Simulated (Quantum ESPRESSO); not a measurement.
# SrAs2Ru2 (I4/mmm): zone-centre phonons, part 2 of 2

Aim: the zone-centre modes of SrAs2Ru2 (I4/mmm).

Quantum ESPRESSO 7.5; DFT LDA, scalar-relativistic, plane waves, GBRV ultrasoft pseudopotentials.

So far. Step 2 (A probe with smearing): No gap opens on this mesh, so smearing is kept; the start stands at -4.8 GPa. Step 4 (Ground state): The cell stands at 0.014 GPa, close enough for phonons. The relaxed cell has a = 4.153, c = 10.733 Å (conventional setting).

### Step 5. Zone-centre response

At q = 0 one unit cell holds all displacements; symmetry groups them into irreducible representations that are solved one by one. With smeared occupations no response to a homogeneous field can be asked.

The input, ph.in:

```
phonons
 &inputph
    prefix='x',
    outdir='./tmp',
    fildyn='g.dyn',
    tr2_ph=1.0d-18,
    alpha_mix(1)=0.4,
    nmix_ph=8,
 /
0.000000000000 0.000000000000 0.000000000000
```

Run with:

```bash
OMP_NUM_THREADS=1 mpirun -n 4 ph.x -nk 4 -in ph.in > ph.out
```

The program printed:

```text
[banners, grids, parts of the stress and lines that vanish by symmetry left out]
[banner, memory and clock lines left out]
Program PHONON v.7.5

     ./tmp/x.save/

     IMPORTANT: XC functional enforced from input :
     Exchange-correlation= PZ
                           (   1   1   0   0   0   0   0)
     Any further DFT definition will be discarded
     Please, verify this is what you really want

     G-vector sticks info

     Check: negative core charge=   -0.000001

     negative rho (up, down):  2.065E-01 0.000E+00
     Reading collected, re-writing distributed wavefunctions in ./tmp/

     Number and degeneracy of irreps per q-point
       N         xq(1)         xq(2)         xq(3)   N irreps
       1   0.000000000   0.000000000   0.000000000      10
        1   1   2   2   1   1   1   2   2   2

     Calculation of q =    0.0000000   0.0000000   0.0000000

     phonons

     bravais-lattice index     =            0
     lattice parameter (alat)  =      11.5608  a.u.
     unit-cell volume          =     624.7533 (a.u.)^3
     number of atoms/cell      =            5
     number of atomic types    =            3
     kinetic-energy cut-off    =      40.0000  Ry
     charge density cut-off    =     240.0000  Ry
     convergence threshold     =      1.0E-18
     beta                      =       0.4000
     number of iterations used =            8
     Exchange-correlation= PZ
                           (   1   1   0   0   0   0   0)

     celldm(1)=   11.56075  celldm(2)=    0.00000  celldm(3)=    0.00000
     celldm(4)=    0.00000  celldm(5)=    0.00000  celldm(6)=    0.00000

     crystal axes: (cart. coord. in units of alat)
               a(1) = ( -0.3395  0.3395  0.8772 )
               a(2) = (  0.3395 -0.3395  0.8772 )
               a(3) = (  0.3395  0.3395 -0.8772 )

     reciprocal axes: (cart. coord. in units 2 pi/alat)
               b(1) = ( -0.0000  1.4729  0.5700 )
               b(2) = (  1.4729 -0.0000  0.5700 )
               b(3) = (  1.4729  1.4729  0.0000 )

     Atoms inside the unit cell:

     Cartesian axes

     site n.  atom      mass           positions (alat units)
        1  Sr     87.6200   tau(    1) = (    0.00000    0.00000    0.00000  )
        2  As     74.9216   tau(    2) = (   -0.00000    0.00000    1.11895  )
        3  As     74.9216   tau(    3) = (    0.00000   -0.00000    0.63551  )
        4  Ru    101.0700   tau(    4) = (    0.33946   -0.00000    0.43862  )
        5  Ru    101.0700   tau(    5) = (    0.00000    0.33946    0.43862  )

     Computing dynamical matrix for
                    q = (   0.0000000   0.0000000   0.0000000 )

     17 Sym.Ops. (with q -> -q+G )

     G cutoff =  812.5007  (  39283 G-vectors)     FFT grid: ( 60, 60, 60)
     G cutoff =  541.6671  (  21353 G-vectors)  smooth grid: ( 48, 48, 48)

     number of k points=    30  Marzari-Vanderbilt smearing, width (Ry)=  0.0200
                       cart. coord. in units 2pi/alat
        k(    1) = (   0.0000000   0.0000000   0.0000000), wk =   0.0092593
        k(    2) = (   0.2454882   0.2454882   0.0000000), wk =   0.0370370
        k(    3) = (   0.4909764   0.4909764   0.0000000), wk =   0.0370370
        [... further k-points left out ...]

     PseudoPot. # 1 for Sr read from file:
     ./pseudo/Sr.upf
     Pseudo is Ultrasoft + core correction, Zval = 10.0
     Using radial grid of  883 points,  6 beta functions with:
                l(1) =   0
                l(2) =   0
                l(3) =   1
                l(4) =   1
                l(5) =   2
                l(6) =   2
     Q(r) pseudized with  6 coefficients,  rinner =    1.400   1.400   1.400
                                                       1.400   1.400

     PseudoPot. # 2 for As read from file:
     ./pseudo/As.upf
     Pseudo is Ultrasoft + core correction, Zval =  5.0
     Using radial grid of  875 points,  6 beta functions with:
                l(1) =   0
                l(2) =   0
                l(3) =   1
                l(4) =   1
                l(5) =   2
                l(6) =   2
     Q(r) pseudized with  8 coefficients,  rinner =    1.300   1.300   1.300
                                                       1.300   1.300

     PseudoPot. # 3 for Ru read from file:
     ./pseudo/Ru.upf
     Pseudo is Ultrasoft + core correction, Zval = 16.0
     Using radial grid of  967 points,  6 beta functions with:
                l(1) =   0
                l(2) =   0
                l(3) =   1
                l(4) =   1
                l(5) =   2
                l(6) =   2
     Q(r) pseudized with  8 coefficients,  rinner =    1.300   1.300   1.300
                                                       1.300   1.300

     Mode symmetry, D_4h(4/mmm) point group:

     Atomic displacements:
     There are   10 irreducible representations

     Representation     1      1 modes -  To be done

     Representation     2      1 modes -  To be done

     Representation     3      2 modes -  To be done

     Representation     4      2 modes -  To be done

     Representation     5      1 modes -  To be done

     Representation     6      1 modes -  To be done

     Representation     7      1 modes -  To be done

     Representation     8      2 modes -  To be done

     Representation     9      2 modes -  To be done

     Representation    10      2 modes -  To be done

     Alpha used in Ewald sum =   2.2000

     negative rho (up, down):  2.065E-01 0.000E+00

     Representation #   1 mode #   1

     Self-consistent Calculation

     Pert. #  1: Fermi energy shift (Ry) =     1.4099E-01    -1.0340E-25

      iter #   1   av.it.:   6.4
      thresh= 1.000E-02 alpha_mix =  0.400 |ddv_scf|^2 =  3.022E-06

     Pert. #  1: Fermi energy shift (Ry) =    -2.8177E-01    -6.4623E-27

      iter #   2   av.it.:  14.9
      thresh= 1.738E-04 alpha_mix =  0.400 |ddv_scf|^2 =  3.477E-06

     Pert. #  1: Fermi energy shift (Ry) =     7.6928E-03     1.2925E-26

      iter #   3   av.it.:  14.0
      thresh= 1.865E-04 alpha_mix =  0.400 |ddv_scf|^2 =  9.084E-08

     Pert. #  1: Fermi energy shift (Ry) =    -2.8915E-02    -3.2312E-27

      iter #   4   av.it.:  13.9
      thresh= 3.014E-05 alpha_mix =  0.400 |ddv_scf|^2 =  2.743E-09

     Pert. #  1: Fermi energy shift (Ry) =    -2.6374E-02    -3.2312E-27

      iter #   5   av.it.:  14.6
      thresh= 5.237E-06 alpha_mix =  0.400 |ddv_scf|^2 =  5.912E-11

     Pert. #  1: Fermi energy shift (Ry) =    -2.5621E-02    -3.2312E-27

      iter #   6   av.it.:  14.4
      thresh= 7.689E-07 alpha_mix =  0.400 |ddv_scf|^2 =  3.369E-12

     Pert. #  1: Fermi energy shift (Ry) =    -2.5233E-02    -3.2312E-27

      iter #   7   av.it.:  15.4
      thresh= 1.835E-07 alpha_mix =  0.400 |ddv_scf|^2 =  4.071E-14

     Pert. #  1: Fermi energy shift (Ry) =    -2.5229E-02    -3.2312E-27

      iter #   8   av.it.:  15.1
      thresh= 2.018E-08 alpha_mix =  0.400 |ddv_scf|^2 =  4.835E-15

     Pert. #  1: Fermi energy shift (Ry) =    -2.5230E-02    -3.2312E-27

      iter #   9   av.it.:  15.4
      thresh= 6.953E-09 alpha_mix =  0.400 |ddv_scf|^2 =  1.264E-16

     Pert. #  1: Fermi energy shift (Ry) =    -2.5232E-02    -3.2312E-27

      iter #  10   av.it.:  15.7
      thresh= 1.124E-09 alpha_mix =  0.400 |ddv_scf|^2 =  3.565E-18

     Pert. #  1: Fermi energy shift (Ry) =    -2.5232E-02    -3.2312E-27

      iter #  11   av.it.:  15.8
      thresh= 1.888E-10 alpha_mix =  0.400 |ddv_scf|^2 =  1.398E-19

     End of self-consistent calculation

     Convergence has been achieved

     Representation #   2 mode #   2

     Self-consistent Calculation
      iter #   1   av.it.:   8.2
      thresh= 1.000E-02 alpha_mix =  0.400 |ddv_scf|^2 =  7.156E-06
      iter #   2   av.it.:  14.3
      thresh= 2.675E-04 alpha_mix =  0.400 |ddv_scf|^2 =  1.451E-07
      iter #   3   av.it.:  14.3
      thresh= 3.809E-05 alpha_mix =  0.400 |ddv_scf|^2 =  9.940E-09
[...]
End of self-consistent calculation

     Convergence has been achieved

     Representation #   3 modes #   3   4

     Self-consistent Calculation
[...]
End of self-consistent calculation

     Convergence has been achieved

     Representation #   4 modes #   5   6

     Self-consistent Calculation
[...]
End of self-consistent calculation

     Convergence has been achieved

     Representation #   5 mode #   7

     Self-consistent Calculation
[...]
End of self-consistent calculation

     Convergence has been achieved

     Representation #   6 mode #   8

     Self-consistent Calculation
[...]
End of self-consistent calculation

     Convergence has been achieved

     Representation #   7 mode #   9

     Self-consistent Calculation
[...]
End of self-consistent calculation

     Convergence has been achieved

     Representation #   8 modes #  10  11

     Self-consistent Calculation
[...]
End of self-consistent calculation

     Convergence has been achieved

     Representation #   9 modes #  12  13

     Self-consistent Calculation
[...]
End of self-consistent calculation

     Convergence has been achieved

     Representation #  10 modes #  14  15

     Self-consistent Calculation
[...]
iter #   4   av.it.:  18.0
      thresh= 2.975E-06 alpha_mix =  0.400 |ddv_scf|^2 =  5.195E-11
      iter #   5   av.it.:  18.4
      thresh= 7.208E-07 alpha_mix =  0.400 |ddv_scf|^2 =  1.796E-12
      iter #   6   av.it.:  18.4
      thresh= 1.340E-07 alpha_mix =  0.400 |ddv_scf|^2 =  8.219E-14
      iter #   7   av.it.:  18.4
      thresh= 2.867E-08 alpha_mix =  0.400 |ddv_scf|^2 =  6.906E-15
      iter #   8   av.it.:  19.1
      thresh= 8.311E-09 alpha_mix =  0.400 |ddv_scf|^2 =  1.489E-16
      iter #   9   av.it.:  18.9
      thresh= 1.220E-09 alpha_mix =  0.400 |ddv_scf|^2 =  7.857E-18
      iter #  10   av.it.:  18.4
      thresh= 2.803E-10 alpha_mix =  0.400 |ddv_scf|^2 =  8.351E-20

     End of self-consistent calculation

     Convergence has been achieved

     Number of q in the star =    1
     List of q in the star:
          1   0.000000000   0.000000000   0.000000000

     Diagonalizing the dynamical matrix

     q = (    0.000000000   0.000000000   0.000000000 )

 **************************************************************************
     freq (    1) =      -0.198559 [THz] =      -6.623210 [cm-1]
     freq (    2) =      -0.198559 [THz] =      -6.623210 [cm-1]
     freq (    3) =      -0.197818 [THz] =      -6.598496 [cm-1]
     freq (    4) =       3.253529 [THz] =     108.526050 [cm-1]
     freq (    5) =       3.253529 [THz] =     108.526050 [cm-1]
     freq (    6) =       3.827960 [THz] =     127.686999 [cm-1]
     freq (    7) =       4.429863 [THz] =     147.764322 [cm-1]
     freq (    8) =       4.429863 [THz] =     147.764322 [cm-1]
     freq (    9) =       4.859421 [THz] =     162.092834 [cm-1]
     freq (   10) =       7.358016 [THz] =     245.437000 [cm-1]
     freq (   11) =       7.406182 [THz] =     247.043652 [cm-1]
     freq (   12) =       7.847774 [THz] =     261.773548 [cm-1]
     freq (   13) =       7.847774 [THz] =     261.773548 [cm-1]
     freq (   14) =       8.606873 [THz] =     287.094373 [cm-1]
     freq (   15) =       8.606873 [THz] =     287.094373 [cm-1]
 **************************************************************************

     Mode symmetry, D_4h(4/mmm) point group:

     freq (   1-   1) =         -6.6  [cm-1]   --> A_2u X_4' M_4'  I
     freq (   2-   3) =         -6.6  [cm-1]   --> E_u  X_5' M_5'  I
     freq (   4-   5) =        108.5  [cm-1]   --> E_u  X_5' M_5'  I
     freq (   6-   6) =        127.7  [cm-1]   --> A_2u X_4' M_4'  I
     freq (   7-   8) =        147.8  [cm-1]   --> E_g  X_5  M_5   R
     freq (   9-   9) =        162.1  [cm-1]   --> B_1g X_2  M_2   R
     freq (  10-  10) =        245.4  [cm-1]   --> A_1g X_1  M_1   R
     freq (  11-  11) =        247.0  [cm-1]   --> A_2u X_4' M_4'  I
     freq (  12-  13) =        261.8  [cm-1]   --> E_u  X_5' M_5'  I
     freq (  14-  15) =        287.1  [cm-1]   --> E_g  X_5  M_5   R
```

Elapsed: 29 min, on 4 MPI ranks of Arm Neoverse V1, shared host; 1.9 h of CPU time.

Numbers from this step:

```yaml
largest_acoustic_frequency_at_the_zone_centre_before_the_sum_rule: -6.62 cm⁻¹
highest_optical_zone_centre_mode_no_lo_to_term: 287.1 cm⁻¹
lowest_optical_zone_centre_mode: 108.5 cm⁻¹
```

The acoustic modes at Γ come out as far as 6.6 cm⁻¹ from zero, where they should vanish, a small numerical error.

### Step 6. Modes with the sum rule

A rigid shift of the crystal must cost nothing, but grids and finite bases break this; the acoustic sum rule is imposed before the matrix is diagonalised again.

The input, dynmat.in:

```
 &input
    fildyn='g.dyn',
    asr='crystal',
    fileig='dynmat.eig',
 /
```

Run with:

```bash
dynmat.x -in dynmat.in > dynmat.out
```

The program printed:

```text
[banner, memory and clock lines left out]
Program DYNMAT v.7.5

     Reading Dynamical Matrix from file g.dyn
     ...Force constants read
     ...epsilon and Z* not read (not found on file)
     Acoustic Sum Rule: || Z*(ASR) - Z*(orig)|| =    0.000000E+00
     Acoustic Sum Rule: ||dyn(ASR) - dyn(orig)||=    5.225903E-04
     A direction for q was not specified:TO-LO splitting will be absent

     Polarizability (A^3 units)
     multiply by 1.000000 for Clausius-Mossotti correction
         0.000000    0.000000    0.000000
         0.000000    0.000000    0.000000
         0.000000    0.000000    0.000000

     IR activities are in (D/A)^2/amu units

# mode   [cm-1]    [THz]      IR
    1     -0.00   -0.0000    0.0000
    2      0.00    0.0000    0.0000
    3      0.00    0.0000    0.0000
    4    108.53    3.2535    0.0000
    5    108.53    3.2535    0.0000
    6    127.69    3.8280    0.0000
    7    147.76    4.4299    0.0000
    8    147.76    4.4299    0.0000
    9    162.09    4.8594    0.0000
   10    245.44    7.3580    0.0000
   11    247.05    7.4062    0.0000
   12    261.77    7.8477    0.0000
   13    261.77    7.8477    0.0000
   14    287.09    8.6069    0.0000
   15    287.09    8.6069    0.0000

[end of the log left out, with the tail of the file of modes that dynmat.x writes under the same name]
```

It took 0.47 s on 1 thread.

Unit eigenvectors of the mass-weighted matrix after the sum rule; no LO-TO term. The modes at Γ (shares of kinetic energy by element, %):

```csv
mode,frequency (cm⁻¹),Sr %,As %,Ru %
1,0.0,20,34,46
2,0.0,20,34,46
3,0.0,20,34,46
4,108.5,80,6,14
5,108.5,80,6,14
6,127.7,80,11,9
7,147.8,0,60,40
8,147.8,0,60,40
9,162.1,0,0,100
10,245.4,0,100,0
11,247.0,0,55,45
12,261.8,0,60,40
13,261.8,0,60,40
14,287.1,0,40,60
15,287.1,0,40,60
```

Displacements in mode 4 (108.5 cm⁻¹), the largest set to 1:
```
Sr1  0.08  1.00  0.00
As2 -0.02 -0.21  0.00
As3 -0.02 -0.21  0.00
Ru4 -0.02 -0.28  0.00
Ru5 -0.02 -0.28  0.00
```

Displacements in mode 11 (247.0 cm⁻¹), the largest set to 1:
```
Sr1  0.00  0.00  0.10
As2  0.00  0.00  1.00
As3  0.00  0.00  1.00
Ru4  0.00  0.00 -0.78
Ru5  0.00  0.00 -0.78
```

The rule moves no optical mode by more than 0.1 cm⁻¹.

### Step 7. Sum rules set otherwise: a sum rule for molecules or wires on a crystal

This rule also removes rotations, which suits wires and not a crystal; it is tried to see the harm.

The input, dynmat.in:

```
 &input
    fildyn='g.dyn',
    asr='one-dim',
    fileig='dynmat.eig',
 /
```

Run with:

```bash
dynmat.x -in dynmat.in > dynmat.out
```

The program printed:

```text
[banner, memory and clock lines left out]
Program DYNMAT v.7.5

     Reading Dynamical Matrix from file g.dyn
     ...Force constants read
     ...epsilon and Z* not read (not found on file)
asr rotation axis in 1D system=    3
     Acoustic Sum Rule: || Z*(ASR) - Z*(orig)|| =    0.000000E+00
     Acoustic Sum Rule: ||dyn(ASR) - dyn(orig)||=    4.899458E-01
     A direction for q was not specified:TO-LO splitting will be absent

     Polarizability (A^3 units)
     multiply by 1.000000 for Clausius-Mossotti correction
         0.000000    0.000000    0.000000
         0.000000    0.000000    0.000000
         0.000000    0.000000    0.000000

     IR activities are in (D/A)^2/amu units

# mode   [cm-1]    [THz]      IR
    1     -0.00   -0.0000    0.0000
    2     -0.00   -0.0000    0.0000
    3      0.00    0.0000    0.0000
    4      0.00    0.0000    0.0000
    5    108.53    3.2535    0.0000
    6    117.92    3.5351    0.0000
    7    127.69    3.8280    0.0000
    8    147.76    4.4299    0.0000
    9    162.09    4.8594    0.0000
   10    194.83    5.8410    0.0000
   11    245.44    7.3580    0.0000
   12    247.05    7.4062    0.0000
   13    261.77    7.8477    0.0000
   14    274.97    8.2433    0.0000
   15    287.09    8.6069    0.0000

[end of the log left out, with the tail of the file of modes that dynmat.x writes under the same name]
```

Wall time 0.45 s (1 thread).

The run ended normally, but on settings that are not sound.

The fault: a sum rule for molecules or wires on a crystal; 1 optical mode is projected out to zero frequency, as if it were a rotation.

For a crystal the rule has to be 'simple' or 'crystal'.

Zone-centre frequencies as printed; negative means imaginary. Modes:

```csv
mode,frequency (cm⁻¹)
1,0
2,0
3,0
4,0
5,108.5
6,117.9
7,127.7
8,147.8
9,162.1
10,194.8
11,245.4
12,247.1
13,261.8
14,275
15,287.1
```

### Step 8. Sum rules set otherwise (asr no)

Without the rule the raw error of the acoustic modes shows.

The input, dynmat.in:

```
 &input
    fildyn='g.dyn',
    asr='no',
    fileig='dynmat.eig',
 /
```

Run with:

```bash
dynmat.x -in dynmat.in > dynmat.out
```

The program printed:

```text
[banner, memory and clock lines left out]
Program DYNMAT v.7.5

     Reading Dynamical Matrix from file g.dyn
     ...Force constants read
     ...epsilon and Z* not read (not found on file)
     A direction for q was not specified:TO-LO splitting will be absent

     Polarizability (A^3 units)
     multiply by 1.000000 for Clausius-Mossotti correction
         0.000000    0.000000    0.000000
         0.000000    0.000000    0.000000
         0.000000    0.000000    0.000000

     IR activities are in (D/A)^2/amu units

# mode   [cm-1]    [THz]      IR
    1     -6.62   -0.1986    0.0000
    2     -6.62   -0.1986    0.0000
    3     -6.60   -0.1978    0.0000
    4    108.53    3.2535    0.0000
    5    108.53    3.2535    0.0000
    6    127.69    3.8280    0.0000
    7    147.76    4.4299    0.0000
    8    147.76    4.4299    0.0000
    9    162.09    4.8594    0.0000
   10    245.44    7.3580    0.0000
   11    247.04    7.4062    0.0000
   12    261.77    7.8478    0.0000
   13    261.77    7.8478    0.0000
   14    287.09    8.6069    0.0000
   15    287.09    8.6069    0.0000

[end of the log left out, with the tail of the file of modes that dynmat.x writes under the same name]
```

Wall time 0.45 s (1 thread).

Zone-centre frequencies as printed; negative means imaginary. Modes:

```csv
mode,frequency (cm⁻¹)
1,-6.62
2,-6.62
3,-6.6
4,108.5
5,108.5
6,127.7
7,147.8
8,147.8
9,162.1
10,245.4
11,247
12,261.8
13,261.8
14,287.1
15,287.1
```

Against the first rule no mode moves by more than 6.7 cm⁻¹.

### Step 9. Summary of results

```
space group after relaxation                                           : I4/mmm
volume per atom                                                        : 18.5 Å³
highest optical zone-centre mode (no LO-TO term)                       : 287.1 cm⁻¹
lowest optical zone-centre mode                                        : 108.5 cm⁻¹
imaginary optical modes at the zone centre (no q mesh in this session) : none
```

**Reading.** At the LDA level the optical modes of SrAs2Ru2 (I4/mmm) at the zone centre run from 109 to 287 cm⁻¹. Of the 12 optical modes, 6 are infrared active alone and 6 are Raman active alone; inversion symmetry keeps the two sets apart. These are harmonic frequencies at zero temperature: anharmonic shifts and linewidths and thermal expansion are left out. In a metal the frequencies hang on the k mesh and the smearing, most of all near Kohn anomalies. The structure comes from a database and need not be the phase that is stable at ambient conditions.

[Host names and launcher messages were left out of these logs when they were recorded.]

[Logs are printed without paths, hosts, clocks, repeated set-up lines and the standing remarks that a program may print on its own settings, such as how far it seeks lower states.]

[Hosts, paths, dates, database ids (printed as entryN), source tags and the programs' standing remarks are cut or masked in the printed files.]
